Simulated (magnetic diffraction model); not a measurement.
# Which magnetic order? Ca3Mn2S7

Space group I4/mmm (no. 139), a = 4.4090 Å, c = 23.8510 Å.

| site | atom | x | y | z |
| --- | --- | --- | --- | --- |
| 4e | Mn | 1/2 | 1/2 | 0.3998 |
| 2b | Ca | 1/2 | 1/2 | 0 |
| 4e | Ca | 1/2 | 1/2 | 0.1879 |
| 4e | S | 1/2 | 1/2 | 0.3025 |
| 8g | S | 0 | 1/2 | 0.4144 |
| 2a | S | 0 | 0 | 0 |

This is a made-up structure (elements placed in a structure type, unrelaxed), so the numbers test the method and describe no known phase.

Only Mn is taken to order (form factors of Mn4+); orders and moment sizes are assumed, and not adapted to the symmetry. Radiation: neutrons of λ = 2.0775 Å, 5° to 70°; isotropic B of 0.29 Å² (Mn), 0.24 Å² (Ca) and 0.33 Å² (S). The intensities are simulated: I ∝ L Σ (|F_N|² + |F_M⊥|²) for unpolarised neutrons, with F_M = 2.695 fm/μB × Σ f(s) S exp(2πi Q·r) exp(−B s²) at Q = H ± k (one set where k and −k are equivalent), only the part normal to Q counting and L = 1/(sin²θ cos θ). For collinear order S is the moment m, which repeats by lattice and centring translations R with the sign exp(−2πi k·R). Form factors are spin-only for 3d ions and dipole or tabulated for f ions, scattering lengths are Sears's of 1992, and absorption is left out. A label names one of the reflections at its angle. The strongest nuclear line in the range is 100, and lines under 0.2 are left out.

Above the ordering temperature:

```
2θ (°)     index      I
 20.07   (0 0 4)    9.6
 27.73   (1 0 1)   24.1
 30.30   (0 0 6)    6.7
 31.26   (1 0 3)    4.0
 37.42   (1 0 5)    0.9
 38.92   (1 1 0)    1.0
 40.29   (1 1 2)   16.6
 40.78   (0 0 8)    6.0
 44.17   (1 1 4)   50.0
 50.10   (1 1 6)  100.0
 51.64  (0 0 10)    8.0
 54.43   (1 0 9)    1.0
 56.22   (2 0 0)   25.6
 57.64   (1 1 8)    1.5
 60.31   (2 0 4)    5.1
 63.02  (0 0 12)    2.3
 63.82   (2 1 1)   11.1
 64.53  (1 0 11)   11.2
 65.20   (2 0 6)    7.0
 65.75   (2 1 3)    2.2
 66.51  (1 1 10)    1.7
 69.51   (2 1 5)    0.7
```

Below it (cell unchanged):

| 2θ (°) | I |
| --- | --- |
| 9.99 | 4.6 |
| 20.07 | 10.0 |
| 27.73 | 35.4 |
| 30.30 | 6.9 |
| 31.26 | 21.8 |
| 37.42 | 0.9 |
| 38.92 | 1.0 |
| 40.29 | 28.0 |
| 40.78 | 6.2 |
| 44.17 | 52.9 |
| 45.32 | 3.7 |
| 50.10 | 101.7 |
| 51.64 | 8.0 |
| 54.43 | 1.6 |
| 56.22 | 25.6 |
| 57.26 | 4.3 |
| 57.64 | 3.8 |
| 60.31 | 6.4 |
| 63.02 | 2.4 |
| 63.82 | 13.5 |
| 64.53 | 11.5 |
| 65.20 | 7.9 |
| 65.75 | 7.6 |
| 66.51 | 1.7 |
| 69.51 | 0.7 |

**Question.** Find the propagation vector, then choose among these models:
A. collinear moments along [111], 2.38 μB on Mn; signs + at (1/2, 1/2, 0.3998), + at (0, 0, 0.1002)
B. collinear moments along [110], 2.38 μB on Mn; signs + at (1/2, 1/2, 0.3998), − at (0, 0, 0.1002)
C. collinear moments along [110], 2.38 μB on Mn; signs + at (1/2, 1/2, 0.3998), + at (0, 0, 0.1002)
D. collinear moments along [111], 2.38 μB on Mn; signs + at (1/2, 1/2, 0.3998), − at (0, 0, 0.1002)

No line moves, and magnetic intensity falls on nuclear lines such as the one at 31.26°; new lines at (1 0 7) and (2 0 2) have whole indices that obey the lattice centring, at places with no nuclear intensity to speak of, so the magnetic cell equals the chemical primitive cell: k = 0.

Magnetic intensity, observed (below minus above) and for each model:

| 2θ (°) | index | observed | A | B | C | D |
| --- | --- | --- | --- | --- | --- | --- |
| 9.99 | (0 0 2) | 4.5 | 0.5 | 70.2 | 7.3 | 4.5 |
| 20.07 | (0 0 4) | 0.4 | 0.8 | 6.1 | 11.8 | 0.4 |
| 27.73 | (1 0 1) | 11.3 | 21.3 | 6.2 | 11.7 | 11.3 |
| 31.26 | (1 0 3) | 17.8 | 1.9 | 14.6 | 1.6 | 17.8 |
| 37.42 | (1 0 5) | <0.2 | 9.2 | <0.2 | 12.2 | <0.2 |
| 38.92 | (1 1 0) | <0.2 | 7.3 | <0.2 | 3.8 | <0.2 |
| 40.29 | (1 1 2) | 11.4 | 1.2 | 6.6 | 0.7 | 11.4 |
| 45.32 | (1 0 7) | 3.7 | 0.4 | 7.4 | 0.7 | 3.7 |

Model D matches.

The structure used: k = (0 0 0), collinear moments along [111], 2.38 μB on Mn; signs + at (1/2, 1/2, 0.3998), − at (0, 0, 0.1002).

[Logs are printed without paths, hosts, clocks, repeated set-up lines and the standing remarks that a program may print on its own settings, such as how far it seeks lower states.]
